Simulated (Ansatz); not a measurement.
**Ti2C(OH)2 MXene monolayer in a perpendicular field**

What dipole does a perpendicular field induce in the Ti2C(OH)2 MXene monolayer? A positive field points along +c.

Program: Ansatz 0.2.0. Level of theory: plane-wave DFT, PBE-D3(BJ), Ansatz PAW, in the first sound run; inputs show where later runs differ. Results are calculated unless marked as measured.

### 1. The starting structure

The cell holds 7 atoms: 2 H, 2 O, 2 Ti and 1 C. Cell: a = 3.100 Å, b = 3.100 Å, c = 44.203 Å, α = 90.0°, β = 90.0°, γ = 120.0°. Vacuum lies along c.

### 2. Relaxation

The starting cell is a guess, so the in-plane lattice and the atoms are relaxed first, with the slab cut off from its images along the normal.

input.yaml

```yaml
crystal:
  lattice:
    - [3.10024, 0.0, 0.0]
    - [-1.55012, 2.6848865978, 0.0]
    - [0.0, 0.0, 44.2030602264]
  atoms:
    - { symbol: H, position: [0.3333333333, 0.6666666667, 0.4253099198] }
    - { symbol: O, position: [0.3333333333, 0.6666666667, 0.4474803306] }
    - { symbol: Ti, position: [0.6666666667, 0.3333333333, 0.4723260765], spin: 1.0 }
    - { symbol: C, position: [0.0, 0.0, 0.5] }
    - { symbol: Ti, position: [0.3333333333, 0.6666666667, 0.5276739235], spin: 1.0 }
    - { symbol: O, position: [0.6666666667, 0.3333333333, 0.5525196694] }
    - { symbol: H, position: [0.6666666667, 0.3333333333, 0.5746900802] }
  periodic: [true, true, false]
magnetization:
  spin_polarized: true
kpoints:
  mp_grid: { grid: [12, 12, 1] }
hamiltonian:
  xc: pbe
  dispersion: d3bj
scf:
  occupations: { method: fermi_dirac, width: 0.05 }
  convergence: { dr2_threshold: 1.0e-09 }
relax:
  f_tol: 0.004
  max_steps: 90
  cell: {}
output:
  write_potential: true
  write_density: true
  volumetric_format: npy
```

Started as:

```sh
> ansatz run input.yaml --threads 4 --pin off --max-ram 6144MiB --backend cpu --events-out ev --progress --plain --runs-dir out
```

Numbers of over 12 decimals in the logs are rounded to 6 here.

What it wrote:

```text
Warning: relax.cell: scf.convergence.dr2_threshold = 1e-9 eV is looser than the 2.53934526032e-10 eV advised for a relaxation that steers and ends on the stress (1e-10 eV for each atom of the cell: 7, times the square of relax.cell.stress_2d_tol = 0.05 N/m over 16.6 Å (the atoms' height at the walk's start and 5 Å past either face), 3.011e-2 GPa, over a crystal's default 0.05). What an SCF threshold leaves in a stress goes as its square root, and in the free energy as the threshold itself, and one threshold admits the most on a small cell: [figures from the program's tests cut] Set scf.convergence.dr2_threshold to 2.53934526032e-10 eV or tighter. [rest of the remark cut]
Engine: ansatz 0.2.0, x86_64-unknown-linux-gnu
Pseudopotentials: kind: paw
Pseudopotential: H, paw, valence charge 1, recommended cutoff 420 eV (normal), H.paw.azcp
Pseudopotential: O, paw, valence charge 6, recommended cutoff 420 eV (normal), O.paw.azcp
Pseudopotential: Ti, paw, valence charge 12, recommended cutoff 420 eV (normal), Ti.paw.azcp
Pseudopotential: C, paw, valence charge 4, recommended cutoff 420 eV (normal), C.paw.azcp
Functional definition: PBE
  parameter kappa = 0.804
  parameter beta = 0.066725
  exchange = pbe_x(kappa = kappa, mu = beta*pi^2/3)
  correlation = pbe_c(beta = beta)
Crystal: 7 atoms, lattice volume = 367.937 Å³
Basis set: ecut = 420 eV, 7143 PW (Γ), exchange–correlation on 48×48×600 points (8 copies of the dense FFT grid, shifted against one another)
Bands: 29, of which v1, the nominal top of the filled ones, is band 21 counted from 1 (20 counted from 0)
Symmetry: 12 space group operations
Space group: P-3m1 (ITA 164), of the structure as read, at distance tolerance 7.2e-5 Å
Magnetic group: BNS 164.85 (UNI 1315), of the structure as read, at distance tolerance 7.2e-5 Å
k-points: 19 of 144
Non-local potential: H, projectors of the file, l = 0: 2, l = 1: 1
Non-local potential: O, projectors of the file, l = 0: 2, l = 1: 2, l = 2: 1
Non-local potential: Ti, projectors of the file, l = 0: 3, l = 1: 2, l = 2: 3, l = 3: 1
Non-local potential: C, projectors of the file, l = 0: 2, l = 1: 2, l = 2: 1
PAW form: soft (Blöchl's): semilocal exchange-correlation on the pseudo side does not see the compensation charge
PAW one-centre angular grid: H, 110 points (default); XC on 64 Gauss nodes
PAW one-centre angular grid: O, 110 points (default); XC on 64 Gauss nodes
PAW one-centre angular grid: Ti, 590 points (default); XC on 64 Gauss nodes
PAW one-centre angular grid: C, 110 points (default); XC on 64 Gauss nodes
Initial density: superposition of atomic densities (neutral atoms: chi_scale 0, normalization atom)
Starting moments: Σ|m| = 2 μB on 2 of 7 sites
Initial wavefunctions: pseudopotential atomic-orbital guess
Functional: x = pbe(κ = 0.804, μ = 0.219515), c = pbe(β = 0.066725)
SCF iter   1: F=—  HF=-6431.276146 eV  |F-HF|=—  |Δ(HF+E_count)|=         —  Δρ=4.04e-2 (↑4.04e-2 ↓3.43e-2)  dr2=3.28e1  dr2_m=3.84e-1  M=0.777 μB ∫|m|=0.921 μB  β_m=0.30  ethr=3.10e-3  ⟨swp⟩=15.7  Hψ=7927  notcnv=0
Mixer restart at iter 1: flushing history
preconditioner: auto → LDOS  [metal: Δε(μ)=0.049 eV  Ē_g=9.982 eV  σ=0.050 eV  W_gap=0.24  n_scr=26 (ndim 8)  ℏωp=9.1 eV  f_vac=0.789  D(μ)=1.39/eV (n_scr^D=10)]
spin=Collinear: LDOS preconditioning applied to the charge; magnetization (m = ρ↑ − ρ↓) channel mixes plain (no charge-response kernel on spin).
SCF iter   2: F=—  HF=-6423.402487 eV  |F-HF|=—  |Δ(HF+E_count)|=    7.87e0  Δρ=1.80e-2 (↑1.80e-2 ↓1.36e-2)  dr2=4.98e0  dr2_m=1.96e-1  M=0.718 μB ∫|m|=0.864 μB  β_m=0.39  ethr=3.10e-3  ⟨swp⟩=5.1  Hψ=3347  notcnv=0  defer=65
SCF iter   3: F=—  HF=-6422.872756 eV  |F-HF|=—  |Δ(HF+E_count)|=   5.30e-1  Δρ=1.20e-2 (↑1.20e-2 ↓6.33e-3)  dr2=5.94e0  dr2_m=1.00e-1  M=0.482 μB ∫|m|=0.637 μB  β_m=0.45  ethr=3.10e-3  ⟨swp⟩=7.0  Hψ=3042  notcnv=0  defer=67
SCF iter   4: F=—  HF=-6422.648199 eV  |F-HF|=—  |Δ(HF+E_count)|=   2.25e-1  Δρ=7.95e-3 (↑7.95e-3 ↓4.42e-3)  dr2=2.63e0  dr2_m=5.64e-2  M=0.469 μB ∫|m|=0.614 μB  β_m=0.64  ethr=3.10e-3  ⟨swp⟩=3.9  Hψ=1831  notcnv=0  defer=38
SCF iter   5: F=—  HF=-6422.557832 eV  |F-HF|=—  |Δ(HF+E_count)|=   9.04e-2  Δρ=3.66e-3 (↑3.66e-3 ↓1.81e-3)  dr2=1.10e-1  dr2_m=2.15e-2  M=0.278 μB ∫|m|=0.425 μB  β_m=0.65  ethr=3.10e-3  ⟨swp⟩=4.8  Hψ=2239  notcnv=0  defer=39
SCF iter   6: F=—  HF=-6422.604330 eV  |F-HF|=—  |Δ(HF+E_count)|=         —  Δρ=2.39e-3 (↑2.28e-3 ↓2.39e-3)  dr2=9.28e-3  dr2_m=1.80e-2  M=0.053 μB ∫|m|=0.153 μB  β_m=0.65  ethr=2.62e-4  ⟨swp⟩=4.8  Hψ=2561  notcnv=0  defer=39
SCF iter   7: F=—  HF=-6422.602444 eV  |F-HF|=—  |Δ(HF+E_count)|=   1.89e-3  Δρ=1.13e-3 (↑5.90e-4 ↓1.13e-3)  dr2=4.06e-3  dr2_m=2.15e-3  M=0.015 μB ∫|m|=0.078 μB  β_m=0.81  ethr=2.21e-5  ⟨swp⟩=3.3  Hψ=2296  notcnv=0  defer=36
SCF iter   8: F=—  HF=-6422.602617 eV  |F-HF|=—  |Δ(HF+E_count)|=   1.73e-4  Δρ=2.17e-4 (↑2.07e-4 ↓2.17e-4)  dr2=4.90e-4  dr2_m=1.18e-4  M=-0.002 μB ∫|m|=0.027 μB  β_m=0.91  ethr=9.67e-6  ⟨swp⟩=3.4  Hψ=2390  notcnv=0  defer=36
SCF iter   9: F=—  HF=-6422.602914 eV  |F-HF|=—  |Δ(HF+E_count)|=   2.97e-4  Δρ=9.04e-5 (↑7.90e-5 ↓9.04e-5)  dr2=1.27e-4  dr2_m=3.63e-6  M=-0.004 μB ∫|m|=0.009 μB  β_m=0.82  ethr=1.17e-6  ⟨swp⟩=3.7  Hψ=2391  notcnv=0  defer=36
SCF iter  10: F=—  HF=-6422.602942 eV  |F-HF|=—  |Δ(HF+E_count)|=   2.80e-5  Δρ=2.47e-5 (↑2.38e-5 ↓2.47e-5)  dr2=1.29e-5  dr2_m=9.19e-7  M=-0.004 μB ∫|m|=0.004 μB  β_m=0.89  ethr=3.02e-7  ⟨swp⟩=3.5  Hψ=2182  notcnv=0  defer=36
SCF iter  11: F=—  HF=-6422.602957 eV  |F-HF|=—  |Δ(HF+E_count)|=   1.55e-5  Δρ=2.51e-5 (↑2.51e-5 ↓1.44e-5)  dr2=1.23e-5  dr2_m=3.90e-7  M=-0.002 μB ∫|m|=0.003 μB  β_m=0.84  ethr=3.07e-8  ⟨swp⟩=3.4  Hψ=2248  notcnv=0  defer=36
SCF iter  12: F=—  HF=-6422.602961 eV  |F-HF|=—  |Δ(HF+E_count)|=   3.59e-6  Δρ=1.16e-5 (↑8.29e-6 ↓1.16e-5)  dr2=1.32e-6  dr2_m=2.02e-7  M=-0.001 μB ∫|m|=0.002 μB  β_m=0.87  ethr=2.93e-8  ⟨swp⟩=2.9  Hψ=1821  notcnv=0  defer=36
SCF iter  13: F=—  HF=-6422.602962 eV  |F-HF|=—  |Δ(HF+E_count)|=   1.35e-6  Δρ=2.43e-6 (↑2.43e-6 ↓2.11e-6)  dr2=1.00e-8  dr2_m=1.45e-8  M=-0.000 μB ∫|m|=0.001 μB  β_m=0.94  ethr=3.15e-9  ⟨swp⟩=3.7  Hψ=2170  notcnv=0  defer=36
SCF iter  14: F=—  HF=-6422.602962 eV  |F-HF|=—  |Δ(HF+E_count)|=   1.30e-7  Δρ=1.56e-6 (↑1.56e-6 ↓1.29e-6)  dr2=1.79e-8  dr2_m=2.02e-9  M=-0.000 μB ∫|m|=0.000 μB  β_m=0.81  ethr=2.39e-11  ⟨swp⟩=4.1  Hψ=2599  notcnv=0  defer=36
[...]
relax step   6: F+E_penalty+E_count = -6423.06693838 eV  Δ(F+E_penalty+E_count) = +5.310e-5 eV  max|allowed force component| = 2.135e-3 eV/Å  Δτ_max = 0.0002 Å  P = +0.007 N/m  Ω = 353.916 Å³  energy of the carried Pulay correction = +9.379e-3 eV  fix = [c, alpha, beta]  reactions: c +0.000 N/m  (7 SCF iters, accepted)
[...]
relax step   7: F+E_penalty+E_count = -6423.05900201 eV  Δ(F+E_penalty+E_count) = +7.936e-3 eV  max|allowed force component| = 3.869e-4 eV/Å  Δτ_max = 0.0000 Å  P = -0.156 N/m  Ω = 353.916 Å³  fix = [c, alpha, beta]  reactions: c -0.000 N/m  stress off target by 1.56e-1 N/m on what of the cell is left free  SCF on the basis re-selected at this cell (its energy is not comparable with the rows above)  (6 SCF iters)
[...]
relax step   8: F+E_penalty+E_count = -6423.05934900 eV  Δ(F+E_penalty+E_count) = -3.470e-4 eV  max|allowed force component| = 6.508e-4 eV/Å  Δτ_max = 0.0010 Å  P = -0.009 N/m  Ω = 353.494 Å³  energy of the carried Pulay correction = +2.974e-4 eV  fix = [c, alpha, beta]  reactions: c -0.000 N/m  (7 SCF iters, accepted)
iter 1 solved again at ethr=1.80e-7 eV; its pass at ethr=3.10e-3 eV (dr2=7.54e-5 eV) is discarded
SCF iter   1: F=—  HF=-6423.059133 eV  |F-HF|=—  |Δ(HF+E_count)|=         —  Δρ=1.75e-6 (↑1.75e-6 ↓1.74e-6)  dr2=9.13e-9  dr2_m=5.22e-11  M=0.000 μB ∫|m|=0.000 μB  β_m=0.65  ethr=1.80e-7  ⟨swp⟩=6.0  Hψ=11148  notcnv=0
eigensolver tolerance schedule: the retry pair's looser diagonalisation over-reported the residual by 8263.84 of it (diagonalisation noise at 0.92 of the residual, at the tolerance the schedule requests for it); recorded, not acted on — ethr = c·dr2/N_el stays at c = 1.0e-1
preconditioner: auto → LDOS  [metal: Δε(μ)=0.048 eV  Ē_g=10.311 eV  σ=0.050 eV  W_gap=0.23  n_scr=24 (ndim 8)  ℏωp=10.1 eV  f_vac=0.799  D(μ)=2.07/eV (n_scr^D=14)]
spin=Collinear: LDOS preconditioning applied to the charge; magnetization (m = ρ↑ − ρ↓) channel mixes plain (no charge-response kernel on spin).
SCF iter   2: F=—  HF=-6423.059113 eV  |F-HF|=—  |Δ(HF+E_count)|=   1.99e-5  Δρ=7.76e-7 (↑7.76e-7 ↓7.64e-7)  dr2=4.11e-9  dr2_m=1.88e-11  M=0.000 μB ∫|m|=0.000 μB  β_m=0.46  ethr=2.17e-11  ⟨swp⟩=5.5  Hψ=3685  notcnv=0
SCF iter   3: F=—  HF=-6423.059113 eV  |F-HF|=—  |Δ(HF+E_count)|=  4.23e-10  Δρ=4.27e-7 (↑4.27e-7 ↓4.19e-7)  dr2=7.45e-10  dr2_m=1.17e-11  M=0.000 μB ∫|m|=0.000 μB  β_m=0.64  ethr=9.78e-12  ⟨swp⟩=2.4  Hψ=1635  notcnv=0
SCF iter   4: F=-6423.059113 eV  HF=-6423.059113 eV  |F-HF|=1.72e-10  |Δ(HF+E_count)|=  7.68e-10  Δρ=7.24e-8 (↑7.24e-8 ↓7.21e-8)  dr2=1.71e-10  dr2_m=1.20e-12  M=0.000 μB ∫|m|=0.000 μB  ethr=1.77e-12  ⟨swp⟩=11.5  Hψ=8066  notcnv=0
the starting moments were not kept: the SCF closed with an absolute magnetisation of 2.9e-6 μB, where they sum to 2 μB in size (2 sites). That is at most 0.1 of that sum. Measured as dr2_m measures the in/out step, that magnetisation stands 1.0e-12 eV from none, at or under the dr2_threshold of 1.0e-9 eV: it is no larger than a step whose dr2_m would equal this threshold.
SCF 9 converged in 4 iterations: F = -6423.059113 eV  dr2 = 1.71e-10
relax step   9: F+E_penalty+E_count = -6423.05911334 eV  Δ(F+E_penalty+E_count) = +2.357e-4 eV  max|allowed force component| = 6.224e-4 eV/Å  Δτ_max = 0.0000 Å  P = -0.012 N/m  Ω = 353.494 Å³  fix = [c, alpha, beta]  reactions: c -0.000 N/m  stress off target by 1.25e-2 N/m on what of the cell is left free  SCF on the basis re-selected at this cell (its energy is not comparable with the rows above)  (4 SCF iters)
basis re-selected at this cell: Δ(F+E_penalty+E_count) = +2.357e-4 eV, ΔP = -0.004 N/m vs the last step (what re-selecting the basis moved, of the pressure what is left beyond the Pulay correction that the steps carried, after the strain that the cell walked since its last selection, with what the two solves' SCF thresholds leave and, on support functions, any second-order correction that the steps lacked; it is no m [...]
WARN: The input density's exchange-correlation potential varies sharply where the density is thin. Do not read a vacuum level from v_tot or v_xc, or from such a field of the output density. On a cell that repeats whose density bears no net charge and no dipole along the vacuum's axis use v_es (v_loc + v_h of the components); under efield.dipole_correction with no amplitude use v_es + v_field, which holds any external [...]
SCF converged after 4 iterations
Magnetization: 0.0000 μB (21.0000 up, 21.0000 down)
Absolute magnetization: 0.0000 μB (∫|ρ↑−ρ↓|, with the PAW one-centre terms)
Spin contamination: 0.0000 ħ² per cell (⟨S²⟩ above its minimum at these occupations)
Per-site moments (μB) at R_I (Å): [(-2.679772283855291e-9, 0.401012), (-1.8745391770483895e-8, 0.401012), (6.189221783014043e-7, 0.865625), (-4.804690773338752e-7, 0.865625), (6.189221782816272e-7, 0.865625), (-1.8745391791846338e-8, 0.401012), (-2.679772270776861e-9, 0.401012)]
Free energy (F): -6423.059113 eV
Harris-Foulkes:  -6423.059113 eV  (|F-HF|=1.72e-10)
Internal energy: -6423.041141 eV  (E = F + TS)
E sigma→0 (E₀):  -6423.050127 eV
Entropy (-TS):   -0.017972 eV (-2.567 meV/atom)
Fermi energy:    -1.989307 eV
--- Per-component energies (eV) ---
  E_band       = -935.809379
  E_kinetic    = 1018.407228
  E_local      = -182255.094648  (includes V_loc(G=0)·N_el)
  E_nonlocal   = 139.332038
  E_hartree    = 90550.050121
  E_xc         = -411.269643
  E_vxc        = -518.695141  (∫ρ·V_xc dr)
  E_paw        = -2511.088903  (= ΣΔE_a)
  E_vpaw       = -419.866760  (= ΣTr[D̂ρ^β])
  E_aug_tail   = 0.002752  (compensation charges beyond the density's cutoff)
  E_ewald      = 87047.946317
  E_disp       = -1.326402  (pairwise vdW)
  E_smearing   = -0.017972  (= −TS)
  E_closure    = -0.000000  (closes the sum)
  Σ components = -6423.059113   (vs F -6423.059113, Δ=0.00e0)
--- Forces (eV/Å), atoms counted from 1 ---
  atom   1  H      0.00000000     0.00000000     0.00017370
  atom   2  O      0.00000000     0.00000000    -0.00062242
  atom   3  Ti     0.00000000    -0.00000000     0.00061927
  atom   4  C      0.00000000     0.00000000     0.00000000
  atom   5  Ti     0.00000000     0.00000000    -0.00061927
  atom   6  O     -0.00000000    -0.00000000     0.00062242
  atom   7  H     -0.00000000    -0.00000000    -0.00017370
  max |Σ_I F_I| component: 2.89e-19 eV/Å
--- 2D stress c σ (N/m, compression-positive) ---
       -0.012470      -0.000000      -0.000000
        0.000000      -0.012470      -0.000000
       -0.000000      -0.000000      -0.000000
  P = ½ c Tr σ = -0.0125 N/m
--- Band table (eV; the first three rows and the last of 38) ---
  k-point 0 ↑: bands = [... 17 lower, -6.2936, -4.2376, -4.2376, -2.2944, -2.0026, -1.9549, -1.9549, -1.8153, ... 4 higher]
  k-point 1 ↑: bands = [... 17 lower, -6.1105, -4.5971, -4.3426, -2.2244, -2.0748, -1.9118, -1.8120, -1.6165, ... 4 higher]
  k-point 2 ↑: bands = [... 17 lower, -5.8753, -5.3312, -4.5493, -2.5501, -1.8477, -1.6494, -1.4621, -1.1587, ... 4 higher]
  k-point 18 ↓: bands = [... 17 lower, -6.3519, -6.3519, -5.4068, -1.3001, -0.9696, -0.9696, -0.0445, -0.0445, ... 4 higher]
  the weakly bound empty levels are not read free of the cell's end (no_gap_told)
--- Relaxed structure (7 steps of the walk, 7 accepted, 2 SCFs on fresh bases) ---
  F+E_penalty+E_count = -6423.05911334 eV   max|allowed force component| = 6.224e-4 eV/Å   (the final SCF, on the basis selected at the relaxed cell)
  cell:  # Å, volume = 353.4942 Å³
    - [3.038783, 0.0, 0]
    - [-1.519391, 2.631663, 0]
    - [0, 0, 44.2030602264]
  atoms:
    - { symbol: H, position: [0.333333, 0.666667, 0.423293] }
    - { symbol: O, position: [0.333333, 0.666667, 0.445285] }
    - { symbol: Ti, position: [0.666667, 0.333333, 0.473953] }
    - { symbol: C, position: [0, 0, 0.5] }
    - { symbol: Ti, position: [0.333333, 0.666667, 0.526047] }
    - { symbol: O, position: [0.666667, 0.333333, 0.554715] }
    - { symbol: H, position: [0.666667, 0.333333, 0.576707] }
```

Wall time 55 s (4 threads of Intel Xeon Platinum 8488C (Sapphire Rapids), shared host); peak memory 1.1 GiB.

Relaxation path:

```csv
step,energy less that of the first step (eV),largest force component (eV/Å),volume (Å³)
1,0.0000,3.2496,367.94
2,-0.4513,0.6031,355.27
3,-0.4626,0.1274,351.77
4,-0.4642,0.0308,353.48
5,-0.4640,0.0055,353.83
6,-0.4640,0.0021,353.92
7*,-0.4560,0.0004,353.92
8,-0.4564,0.0007,353.49
9*,-0.4562,0.0006,353.49
```

Relaxation steps marked * repeat the geometry before them on a plane-wave basis chosen anew for their cell, so energy and pressure can jump there.

Forces are held to the 12 operations that the run works with; a distortion that breaks them can't arise in this run.

```csv
cell as run,before,after,change
a (Å),3.100,3.039,-2.0 %
b (Å),3.100,3.039,-2.0 %
```

The atoms that moved most (Å, along periodic axes as changes of fractional coordinates times the final cell, across vacuum about the mean position):

```csv
atom,dx,dy,dz,length
O6,0.000,0.000,0.097,0.097
O2,0.000,0.000,-0.097,0.097
H7,0.000,0.000,0.089,0.089
H1,0.000,0.000,-0.089,0.089
Ti3,0.000,0.000,0.072,0.072
Ti5,0.000,0.000,-0.072,0.072
```

This step gave:

| Quantity | Value |
| --- | --- |
| energy at zero smearing | -6423.0501 eV |

The lattice constant a goes from 3.100 to 3.039 Å.

(Continued in part 2 of 3.)

[Logs are printed without paths, hosts, clocks, repeated set-up lines and the standing remarks that a program may print on its own settings, such as how far it seeks lower states.]

[Hosts, paths, dates, database ids (printed as entryN), source tags and the programs' standing remarks are cut or masked in the printed files.]

[Maps of the electrostatic potential energy from Ansatz leave out the sawtooth potential of an applied field or a dipole correction, so their vacuum need not be flat; planar profiles and work functions include it.]
